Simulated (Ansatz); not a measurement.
Consider GeH6CI3N (CH3NH3GeI3).

The structure was built from a prototype and need not be the compound's stable phase.

```
C N H Ge I
1.0
     5.86307    0.28961    0.06185
     0.28961    5.94142    0.09141
     0.06185    0.09141    5.86489
C N H Ge I
1 1 6 1 3
Direct
  0.92821 0.91340 0.98462
  0.07645 0.09765 0.00856
  0.03699 0.75312 0.97069
  0.18522 0.11057 0.86657
  0.82639 0.94709 0.83010
  0.97894 0.25206 0.02493
  0.81449 0.90705 0.13549
  0.17906 0.07239 0.15237
  0.51869 0.51642 0.53079
  0.51495 0.46985 0.00102
  0.44592 0.98317 0.50193
  0.98488 0.47643 0.49263
```

The structure was relaxed with PBEsol-D3(BJ). The runs that relaxed it are not among those shown. Spin-orbit coupling is left out unless a run names it.

Gaps computed with Ansatz 0.2.0 without a self-energy: PBEsol 0.84 eV and HSE06 1.21 eV.

Q: Estimate the G0W0@PBEsol gap with 4×4×4 mesh, 685 empty bands, screening to 130 eV, PAW set soft_1 files.

About 1.25 eV: on its mesh the run moves the gap from 0.87 eV by +0.41 eV, and the mesh misses the edges by 0.03 eV. Among the scalar-relativistic levels given, HSE06 is nearest (−0.04 eV). Bands and cutoff are finite, so the gap is not at the basis limit. The miss can reach some tenths of an eV and take either sign; the mesh is an error of its own. The 4×4×4 mesh is coarse for this cell (its supercell is 23 Å along the shortest edge). The RPA ε∞ on it, from the PBEsol start, is 9.01, 11.85 and 13.90; such meshes misread the long-range screening, most where the gap is narrow. The many-body steps are scalar-relativistic: spin-orbit coupling is not in them.

[Paths, hosts, dates, memory and timing lines, banners, echoed tables and standing remarks are left out of the program output.]

[Logs are printed without paths, hosts, clocks, repeated set-up lines and the standing remarks that a program may print on its own settings, such as how far it seeks lower states.]

[Runs of the session that timed out or met a known fault of the program may be left out.]

[Cells called generated may have been cut or substituted from an entry of the Crystallography Open Database or the Materials Project.]

[Hosts, paths, dates, database ids (printed as entryN), source tags and the programs' standing remarks are cut or masked in the printed files.]
